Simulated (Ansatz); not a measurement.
**Sr2Rh (Fm-3m): phonons and vibrational spectra**

Task: relax Sr2Rh (Fm-3m), then find its harmonic phonons.

Method: DFT PBEsol, scalar-relativistic, plane waves, PAW; PAW set soft_1, in Ansatz 0.2.0.

### 1. The starting structure

Symmetry: Fm-3m, No. 225, cubic system. Conventional cell: a = 7.302 Å, b = 7.302 Å, c = 7.302 Å, α = 90.00°, β = 90.00°, γ = 90.00°. Nearest to Sr lie 4 Rh at 3.16 Å. Rh has 8 Sr at 3.16 Å nearest. Farther neighbours are not listed.

Coordinates:

```cif
data_structure
_symmetry_space_group_name_H-M 'Fm-3m'
_symmetry_Int_Tables_number 225
_cell_length_a 7.3019
_cell_length_b 7.3019
_cell_length_c 7.3019
_cell_angle_alpha 90.000
_cell_angle_beta 90.000
_cell_angle_gamma 90.000
_cell_volume 389.32
loop_
_atom_site_label
_atom_site_type_symbol
_atom_site_symmetry_multiplicity
_atom_site_Wyckoff_symbol
_atom_site_fract_x
_atom_site_fract_y
_atom_site_fract_z
_atom_site_occupancy
Sr1 Sr 8 c 0.25000 0.25000 0.75000 1
Rh1 Rh 4 a 0.00000 0.00000 0.00000 1
```

### 2. Relaxation

Harmonic phonons are second derivatives at a point where the forces vanish, and they are wanted at zero stress, so atoms and cell are relaxed first.

Contents of input.yaml:

```yaml
crystal:
  lattice:
    - [0.0, 3.65095511, 3.65095511]
    - [3.65095511, 0.0, 3.65095511]
    - [3.65095511, 3.65095511, 0.0]
  atoms:
    - { symbol: Sr, position: [0.75, 0.75, 0.75] }
    - { symbol: Sr, position: [0.25, 0.25, 0.25] }
    - { symbol: Rh, position: [0.0, 0.0, 0.0] }
kpoints:
  mp_grid: { grid: [10, 10, 10] }
hamiltonian:
  xc: pbesol
  pseudopotentials: { kind: paw, azcp: { folder: soft_1 }, xc_functional: pbe }
scf:
  occupations: { method: gaussian, width: 0.1 }
output:
  forces: true
  stress: true
  eigenvalues: true
relax:
  adjacent_minimum: "off"
  f_tol: 0.005
  max_steps: 80
  cell: { stress_tol: 0.05 }
```

The run is started by

```sh
> ansatz run input.yaml --threads 4 --pin off --max-ram 10240MiB --backend cpu --events-out ev --progress --plain --runs-dir out
```

Numbers of over 12 decimals in the logs are rounded to 6 here.

Output:

```text
Engine: ansatz 0.2.0, aarch64-unknown-linux-gnu
Pseudopotentials: kind: paw
Pseudopotential: Sr, paw, valence charge 10, recommended cutoff 420 eV (normal), soft_1/Sr.paw.azcp
Pseudopotential: Rh, paw, valence charge 17, recommended cutoff 420 eV (normal), soft_1/Rh.paw.azcp
Functional definition: PBEsol
  exchange = pbesol_x
  correlation = pbesol_c
Crystal: 3 atoms, lattice volume = 97.331 Å³
Basis set: ecut = 420 eV, 1917 PW (Γ), exchange–correlation on 72×72×72 points (8 copies of the dense FFT grid, shifted against one another)
Bands: 23, of which v1, the nominal top of the filled ones, is band 19 counted from 1 (18 counted from 0)
Symmetry: 48 space group operations
Space group: Fm-3m (ITA 225), of the structure as read, at distance tolerance 4.6e-5 Å
k-points: 47 of 1000
Non-local potential: Sr, projectors of the file, l = 0: 3, l = 1: 2, l = 2: 2
Non-local potential: Rh, projectors of the file, l = 0: 3, l = 1: 2, l = 2: 2, l = 3: 1
PAW form: soft (Blöchl's): semilocal exchange-correlation on the pseudo side does not see the compensation charge
PAW frozen core: Sr, regenerated for the run's functional, and the local potential with it (the file was generated under x = pbe(κ = 0.804, μ = 0.219515), c = pbe(β = 0.066725))
PAW frozen core: Rh, regenerated for the run's functional, and the local potential with it (the file was generated under x = pbe(κ = 0.804, μ = 0.219515), c = pbe(β = 0.066725))
PAW one-centre angular grid: Sr, 110 points (default); XC on 64 Gauss nodes
PAW one-centre angular grid: Rh, 590 points (default); XC on 64 Gauss nodes
Initial density: superposition of atomic densities (chi_scale 0.1, normalization cell, long waves kept (reshape's long-wave potential 0.00 eV rms))
Initial wavefunctions: pseudopotential atomic-orbital guess
Functional: x = pbesol(κ = 0.804, μ = 0.123457), c = pbesol(β = 0.046)
SCF iter   1: F=—  HF=-13331.981781 eV  |F-HF|=—  |Δ(HF+E_count)|=         —  Δρ=2.36e-1  dr2=1.10e2  ethr=3.10e-3  ⟨swp⟩=9.2  Hψ=6764  notcnv=0
preconditioner: auto → Kerker (q_TF=auto, 2.322 Å⁻¹)  [metal: Δε(μ)=0.007 eV  Ē_g=2.350 eV  σ=0.100 eV  W_gap=0.04  n_scr=14 (ndim 8)  ℏωp=13.6 eV  f_vac=0.000  D(μ)=8.12/eV (n_scr^D=112)]
SCF iter   2: F=—  HF=-13324.517571 eV  |F-HF|=—  |Δ(HF+E_count)|=    7.46e0  Δρ=8.43e-2  dr2=1.32e1  ethr=3.10e-3  ⟨swp⟩=3.3  Hψ=2829  notcnv=0
SCF iter   3: F=—  HF=-13323.437245 eV  |F-HF|=—  |Δ(HF+E_count)|=    1.08e0  Δρ=1.23e-2  dr2=2.60e-1  ethr=3.10e-3  ⟨swp⟩=3.1  Hψ=2137  notcnv=0
SCF iter   4: F=—  HF=-13323.418182 eV  |F-HF|=—  |Δ(HF+E_count)|=   1.91e-2  Δρ=2.34e-3  dr2=7.83e-3  ethr=7.02e-4  ⟨swp⟩=2.0  Hψ=1492  notcnv=0
SCF iter   5: F=—  HF=-13323.418429 eV  |F-HF|=—  |Δ(HF+E_count)|=   2.47e-4  Δρ=1.05e-3  dr2=2.40e-3  ethr=2.12e-5  ⟨swp⟩=2.1  Hψ=1378  notcnv=0  defer=2
SCF iter   6: F=—  HF=-13323.418215 eV  |F-HF|=—  |Δ(HF+E_count)|=   2.14e-4  Δρ=3.41e-4  dr2=3.97e-4  ethr=6.49e-6  ⟨swp⟩=1.4  Hψ=1097  notcnv=0  defer=2
SCF iter   7: F=—  HF=-13323.418141 eV  |F-HF|=—  |Δ(HF+E_count)|=   7.42e-5  Δρ=1.28e-4  dr2=3.76e-5  ethr=1.07e-6  ⟨swp⟩=2.3  Hψ=1527  notcnv=0  defer=2
SCF iter   8: F=—  HF=-13323.418134 eV  |F-HF|=—  |Δ(HF+E_count)|=   6.88e-6  Δρ=4.19e-5  dr2=4.19e-6  ethr=1.02e-7  ⟨swp⟩=1.1  Hψ=1089  notcnv=0  defer=2
SCF iter   9: F=—  HF=-13323.418133 eV  |F-HF|=—  |Δ(HF+E_count)|=   4.85e-7  Δρ=9.35e-6  dr2=2.22e-7  ethr=1.13e-8  ⟨swp⟩=2.3  Hψ=1641  notcnv=0  defer=2
SCF iter  10: F=-13323.418133 eV  HF=-13323.418133 eV  |F-HF|=5.88e-9  |Δ(HF+E_count)|=   3.55e-8  Δρ=2.80e-6  dr2=1.12e-8  ethr=2.70e-10  ⟨swp⟩=7.4  Hψ=5459  notcnv=0
SCF 1 converged in 10 iterations: F = -13323.418133 eV  dr2 = 1.12e-8
  greatest PAW one-centre occupation: 0.999 electrons in one spin orbital (limit 2), on the Rh atom at site 2 (counted from 0), in its partial waves of l = 0
relax step   1: F+E_penalty+E_count = -13323.41813337 eV  Δ(F+E_penalty+E_count) = +0.000e0 eV  max|allowed force component| = 5.782e-18 eV/Å  Δτ_max = 0.0000 Å  P = -1.423 GPa  Ω = 97.331 Å³  (10 SCF iters, dr2 threshold 1.00e-7 eV, accepted)
Crystal: 3 atoms, lattice volume = 93.444 Å³
Basis set: ecut = 420 eV, 1837 PW (Γ), exchange–correlation on 72×72×72 points (8 copies of the dense FFT grid, shifted against one another)
Initial density: handed on by an earlier stage of this run
Initial wavefunctions: those handed on with the density
iter 1 solved again at ethr=1.90e-4 eV; its pass at ethr=3.10e-3 eV (dr2=7.01e-2 eV) is discarded
SCF iter   1: F=—  HF=-13323.445954 eV  |F-HF|=—  |Δ(HF+E_count)|=         —  Δρ=6.32e-3  dr2=7.06e-2  ethr=1.90e-4  ⟨swp⟩=1.0  Hψ=6292  notcnv=0
preconditioner: auto → Kerker (q_TF=auto, 2.338 Å⁻¹)  [metal: Δε(μ)=0.022 eV  Ē_g=10.884 eV  σ=0.100 eV  W_gap=0.12  n_scr=14 (ndim 8)  ℏωp=19.2 eV  f_vac=0.000  D(μ)=2.88/eV (n_scr^D=14)]
SCF iter   2: F=—  HF=-13323.438539 eV  |F-HF|=—  |Δ(HF+E_count)|=   7.41e-3  Δρ=1.98e-3  dr2=7.05e-3  ethr=1.90e-4  ⟨swp⟩=1.7  Hψ=1125  notcnv=0
SCF iter   3: F=—  HF=-13323.437811 eV  |F-HF|=—  |Δ(HF+E_count)|=   7.28e-4  Δρ=5.26e-4  dr2=2.58e-4  ethr=1.90e-5  ⟨swp⟩=2.0  Hψ=1264  notcnv=0
SCF iter   4: F=—  HF=-13323.437780 eV  |F-HF|=—  |Δ(HF+E_count)|=   3.04e-5  Δρ=1.08e-4  dr2=3.14e-5  ethr=6.98e-7  ⟨swp⟩=2.1  Hψ=1897  notcnv=0
SCF iter   5: F=—  HF=-13323.437774 eV  |F-HF|=—  |Δ(HF+E_count)|=   5.95e-6  Δρ=5.40e-5  dr2=6.59e-6  ethr=8.49e-8  ⟨swp⟩=2.6  Hψ=1641  notcnv=0
SCF iter   6: F=-13323.437773 eV  HF=-13323.437773 eV  |F-HF|=4.67e-8  |Δ(HF+E_count)|=   9.82e-7  Δρ=1.30e-5  dr2=1.50e-7  ethr=8.11e-10  ⟨swp⟩=5.7  Hψ=5906  notcnv=0
SCF 2 converged in 6 iterations: F = -13323.437773 eV  dr2 = 1.50e-7
relax step   2: F+E_penalty+E_count = -13323.43777330 eV  Δ(F+E_penalty+E_count) = -1.964e-2 eV  max|allowed force component| = 7.556e-17 eV/Å  Δτ_max = 0.0000 Å  P = -0.135 GPa  Ω = 93.444 Å³  energy of the carried Pulay correction = +1.940e-4 eV  (6 SCF iters, dr2 threshold 3.00e-7 eV, accepted)
Crystal: 3 atoms, lattice volume = 93.054 Å³
iter 1 solved again at ethr=1.74e-6 eV; its pass at ethr=3.10e-3 eV (dr2=6.45e-4 eV) is discarded
SCF iter   1: F=—  HF=-13323.438035 eV  |F-HF|=—  |Δ(HF+E_count)|=         —  Δρ=6.49e-4  dr2=7.27e-4  ethr=1.74e-6  ⟨swp⟩=2.7  Hψ=6092  notcnv=0
preconditioner: auto → Kerker (q_TF=auto, 2.340 Å⁻¹)  [metal: Δε(μ)=0.028 eV  Ē_g=10.905 eV  σ=0.100 eV  W_gap=0.16  n_scr=14 (ndim 8)  ℏωp=19.2 eV  f_vac=0.000  D(μ)=2.87/eV (n_scr^D=14)]
SCF iter   2: F=—  HF=-13323.437958 eV  |F-HF|=—  |Δ(HF+E_count)|=   7.78e-5  Δρ=1.95e-4  dr2=6.53e-5  ethr=1.74e-6  ⟨swp⟩=2.0  Hψ=1217  notcnv=0
SCF iter   3: F=—  HF=-13323.437950 eV  |F-HF|=—  |Δ(HF+E_count)|=   7.26e-6  Δρ=5.50e-5  dr2=3.00e-6  ethr=1.76e-7  ⟨swp⟩=2.0  Hψ=1254  notcnv=0
SCF iter   4: F=—  HF=-13323.437948 eV  |F-HF|=—  |Δ(HF+E_count)|=   2.81e-6  Δρ=1.25e-5  dr2=4.40e-7  ethr=8.11e-9  ⟨swp⟩=2.2  Hψ=1511  notcnv=0
iter 5 did not close the SCF: its close was put off for the readings that it lacked (scf_convergence_deferred on its scf_iter line)
SCF iter   5: F=-13323.437947 eV  HF=-13323.437948 eV  |F-HF|=9.44e-9  |Δ(HF+E_count)|=   8.14e-8  Δρ=3.46e-6  dr2=3.01e-8  ethr=1.19e-9  ⟨swp⟩=1.7  Hψ=1205  notcnv=0
SCF iter   6: F=-13323.437948 eV  HF=-13323.437948 eV  |F-HF|=1.13e-9  |Δ(HF+E_count)|=   5.12e-9  Δρ=9.87e-7  dr2=1.75e-9  ethr=8.13e-11  ⟨swp⟩=3.0  Hψ=4203  notcnv=0
SCF 3 converged in 6 iterations: F = -13323.437948 eV  dr2 = 1.75e-9
relax step   3: F+E_penalty+E_count = -13323.43794750 eV  Δ(F+E_penalty+E_count) = -1.742e-4 eV  max|allowed force component| = 6.052e-17 eV/Å  Δτ_max = 0.0000 Å  P = +0.009 GPa  Ω = 93.054 Å³  energy of the carried Pulay correction = +2.139e-4 eV  (6 SCF iters, dr2 threshold 4.57e-8 eV, accepted)
Initial wavefunctions: pseudopotential atomic-orbital guess (no wavefunctions were taken with the density)
iter 1 solved again at ethr=3.49e-6 eV; its pass at ethr=3.10e-3 eV (dr2=1.29e-3 eV) is discarded
SCF iter   1: F=—  HF=-13323.437707 eV  |F-HF|=—  |Δ(HF+E_count)|=         —  Δρ=4.00e-5  dr2=3.13e-7  ethr=3.49e-6  ⟨swp⟩=3.1  Hψ=9138  notcnv=0
eigensolver tolerance schedule: the retry pair's looser diagonalisation over-reported the residual by 4117.55 of it (diagonalisation noise at an unbounded share of the residual, at the tolerance the schedule requests for it); recorded, not acted on — ethr = c·dr2/N_el stays at c = 1.0e-1
preconditioner: auto → Kerker (q_TF=auto, 2.340 Å⁻¹)  [metal: Δε(μ)=0.029 eV  Ē_g=10.907 eV  σ=0.100 eV  W_gap=0.16  n_scr=14 (ndim 8)  ℏωp=19.2 eV  f_vac=0.000  D(μ)=2.87/eV (n_scr^D=14)]
SCF iter   2: F=—  HF=-13323.437710 eV  |F-HF|=—  |Δ(HF+E_count)|=   2.48e-6  Δρ=2.05e-5  dr2=7.36e-8  ethr=8.47e-10  ⟨swp⟩=3.2  Hψ=2538  notcnv=0
SCF iter   3: F=—  HF=-13323.437710 eV  |F-HF|=—  |Δ(HF+E_count)|=   6.72e-8  Δρ=8.00e-6  dr2=1.08e-8  ethr=1.99e-10  ⟨swp⟩=2.2  Hψ=1943  notcnv=0
SCF iter   4: F=—  HF=-13323.437710 eV  |F-HF|=—  |Δ(HF+E_count)|=   1.43e-8  Δρ=3.33e-7  dr2=8.51e-11  ethr=2.91e-11  ⟨swp⟩=2.0  Hψ=1932  notcnv=0
iter 5 did not close the SCF: its close was put off for the readings that it lacked (scf_convergence_deferred on its scf_iter line)
SCF iter   5: F=-13323.437710 eV  HF=-13323.437710 eV  |F-HF|=1.82e-12  |Δ(HF+E_count)|=  2.00e-11  Δρ=7.68e-8  dr2=3.98e-12  ethr=1.00e-12  ⟨swp⟩=1.6  Hψ=1288  notcnv=0
SCF iter   6: F=-13323.437710 eV  HF=-13323.437710 eV  |F-HF|=3.64e-12  |Δ(HF+E_count)|=  1.82e-12  Δρ=1.79e-8  dr2=3.64e-13  ethr=1.00e-12  ⟨swp⟩=5.6  Hψ=5245  notcnv=0
SCF 4 converged in 6 iterations: F = -13323.437710 eV  dr2 = 3.64e-13
relax step   4: F+E_penalty+E_count = -13323.43770999 eV  Δ(F+E_penalty+E_count) = +2.375e-4 eV  max|allowed force component| = 5.166e-17 eV/Å  Δτ_max = 0.0000 Å  P = +0.011 GPa  Ω = 93.054 Å³  stress off target by 1.12e-2 GPa  SCF on the basis re-selected at this cell (its energy is not comparable with the rows above)  (6 SCF iters)
basis re-selected at this cell: Δ(F+E_penalty+E_count) = +2.375e-4 eV, ΔP = +0.002 GPa vs the last step (what re-selecting the basis moved, of the pressure what is left beyond the Pulay correction that the steps carried, after the strain that the cell walked since its last selection, with what the two solves' SCF thresholds leave and, on support functions, any second-order correction that the steps lacked; it is no m [...]
SCF converged after 6 iterations
Free energy (F): -13323.437710 eV
Harris-Foulkes:  -13323.437710 eV  (|F-HF|=3.64e-12)
Internal energy: -13323.423362 eV  (E = F + TS)
E sigma→0 (E₀):  -13323.430536 eV
Entropy (-TS):   -0.014348 eV (-4.783 meV/atom)
Fermi energy:    8.907540 eV
--- Per-component energies (eV) ---
  E_band       = -457.873067
  E_kinetic    = 1007.140133
  E_local      = -4157.717704  (includes V_loc(G=0)·N_el)
  E_nonlocal   = 774.243757
  E_hartree    = 1430.380457
  E_xc         = -546.991014
  E_vxc        = -561.954748  (∫ρ·V_xc dr)
  E_paw        = -8823.060088  (= ΣΔE_a)
  E_vpaw       = -380.345504  (= ΣTr[D̂ρ^β])
  E_aug_tail   = 0.000077  (compensation charges beyond the density's cutoff)
  E_ewald      = -3007.963876
  E_core_change = 0.544896  (= ΣΔE_core)
  E_smearing   = -0.014348  (= −TS)
  E_closure    = 0.000000  (closes the sum)
  Σ components = -13323.437710   (vs F -13323.437710, Δ=0.00e0)
--- Forces (eV/Å), atoms counted from 1 ---
  atom   1  Sr     0.00000000     0.00000000     0.00000000
  atom   2  Sr    -0.00000000    -0.00000000    -0.00000000
  atom   3  Rh    -0.00000000     0.00000000    -0.00000000
  max |Σ_I F_I| component: 4.63e-18 eV/Å
--- Stress (GPa, compression-positive) ---
        0.011185       0.000000       0.000000
        0.000000       0.011185       0.000000
        0.000000       0.000000       0.011185
  P = ⅓ Tr σ = 0.0112 GPa (0.112 kbar)
--- Band table (eV; the first three rows and the last of 47) ---
  k-point 0: bands = [... 15 lower, 7.8271, 7.8271, 7.8271, 9.5470, 9.5470, 9.5470, 11.6795, 11.6795]
  k-point 1: bands = [... 15 lower, 7.7830, 7.8120, 7.8120, 9.4565, 9.6403, 9.6403, 11.6974, 11.6974]
  k-point 2: bands = [... 15 lower, 7.6873, 7.7748, 7.7748, 9.2176, 9.9006, 9.9006, 11.7653, 11.7653]
  k-point 46: bands = [... 15 lower, 7.6430, 7.6872, 7.9140, 9.1055, 10.0237, 10.3193, 11.6468, 11.8961]
--- Relaxed structure (3 steps of the walk, 3 accepted, 1 SCFs on fresh bases) ---
  F+E_penalty+E_count = -13323.43770999 eV   max|allowed force component| = 5.166e-17 eV/Å   (the final SCF, on the basis selected at the relaxed cell)
  cell:  # Å, volume = 93.0538 Å³
    - [0, 3.596676, 3.596676]
    - [3.596676, 0, 3.596676]
    - [3.596676, 3.596676, 0]
  atoms:
    - { symbol: Sr, position: [0.750000, 0.750000, 0.750000] }
    - { symbol: Sr, position: [0.250000, 0.250000, 0.250000] }
    - { symbol: Rh, position: [0, 0, 0] }
```

Elapsed: 5.8 s, on 4 threads of Arm Neoverse V2, shared host; peak memory 0.45 GiB; 22 s of CPU time.

Step by step:

| step | energy less that of the first step (eV) | largest force component (eV/Å) | pressure (GPa) | volume (Å³) |
| --- | --- | --- | --- | --- |
| 1 | 0.0000 | 0.0000 | -1.42 | 97.33 |
| 2 | -0.0196 | 0.0000 | -0.14 | 93.44 |
| 3 | -0.0198 | 0.0000 | 0.01 | 93.05 |
| 4* | -0.0196 | 0.0000 | 0.01 | 93.05 |

Relaxation steps marked * repeat the geometry before them on a plane-wave basis chosen anew for their cell, so energy and pressure can jump there.

The run keeps the 48 symmetry operations that it works with, so distortions that break them were not tested.

| conventional cell, symmetrised | before | after | change |
| --- | --- | --- | --- |
| a (Å) | 7.302 | 7.193 | -1.5 % |
| b (Å) | 7.302 | 7.193 | -1.5 % |
| c (Å) | 7.302 | 7.193 | -1.5 % |
| volume (Å³/atom) | 32.44 | 31.02 | -4.4 % |

The relaxed structure:

```xyz
3
Lattice="0.0000 3.5967 3.5967 3.5967 0.0000 3.5967 3.5967 3.5967 0.0000" Properties=species:S:1:pos:R:3 pbc="T T T"
Sr    5.3950    5.3950    5.3950
Sr    1.7983    1.7983    1.7983
Rh    0.0000    0.0000    0.0000
```

This step gave:

```yaml
pressure: 0.01119 GPa
volume_per_atom: 31.02 Å³
gap_on_the_k_mesh: 0 eV
```

In this step the volume went from 32.44 to 31.02 Å³/atom.

### 3. Tight relaxation

Phonons need a cell at rest on their own settings, so the relaxation is repeated with tight tolerances on forces and stress, using the mesh and the filling of the phonon run that follows.

input.yaml, the sections that differ from step 2:

```yaml
crystal:
  lattice:
    - [0.0, 3.5966760962, 3.5966760962]
    - [3.5966760962, 0.0, 3.5966760962]
    - [3.5966760962, 3.5966760962, 0.0]
  atoms:
    - { symbol: Sr, position: [0.75, 0.75, 0.75] }
    - { symbol: Sr, position: [0.25, 0.25, 0.25] }
    - { symbol: Rh, position: [0.0, 0.0, 0.0] }
kpoints:
  mp_grid: { grid: [12, 12, 12] }
scf:
  occupations: { method: methfessel_paxton, width: 0.2 }
relax:
  adjacent_minimum: "off"
  f_tol: 0.001
  max_steps: 60
  cell: { stress_tol: 0.01 }
# hamiltonian, output: as in step 2
```

Output:

```text
[...]
Crystal: 3 atoms, lattice volume = 93.054 Å³
Basis set: ecut = 420 eV, 1837 PW (Γ), exchange–correlation on 72×72×72 points (8 copies of the dense FFT grid, shifted against one another)
Bands: 23, of which v1, the nominal top of the filled ones, is band 19 counted from 1 (18 counted from 0)
Symmetry: 48 space group operations
[...]
k-points: 72 of 1728
[...]
k-point 71: bands = [... 15 lower, 7.5944, 7.6850, 7.9123, 9.5416, 9.5416, 10.2907, 11.8927, 11.9224]
--- Relaxed structure (2 steps of the walk, 2 accepted, 1 SCFs on fresh bases) ---
[...]
cell:  # Å, volume = 93.0931 Å³
    - [0, 3.597182, 3.597182]
    - [3.597182, 0, 3.597182]
    - [3.597182, 3.597182, 0]
  atoms:
    - { symbol: Sr, position: [0.75, 0.75, 0.75] }
    - { symbol: Sr, position: [0.25, 0.25, 0.25] }
    - { symbol: Rh, position: [0, 0, 0] }
[key lines of the parts left out:]
SCF converged after 10 iterations
Free energy (F): -13323.430478 eV
Fermi energy:    8.906573 eV
P = ⅓ Tr σ = 0.0004 GPa (0.004 kbar)
```

It took 6.6 s on 4 threads; peak memory 0.47 GiB; 25 s of CPU time.

Little changed from the start: no atom moved by 0.005 Å and no cell edge by 0.1 %.

Numbers from this step:

| Item | Value |
| --- | --- |
| pressure | 4.35e-4 GPa |
| volume per atom | 31.03 Å³ |

The forces vanish by symmetry and the pressure is 0.000 GPa, within the tolerances set. The cell now holds 31.03 Å³/atom.

(Continued in part 2 of 2.)

[Logs are printed without paths, hosts, clocks, repeated set-up lines and the standing remarks that a program may print on its own settings, such as how far it seeks lower states.]

[Hosts, paths, dates, database ids (printed as entryN), source tags and the programs' standing remarks are cut or masked in the printed files.]
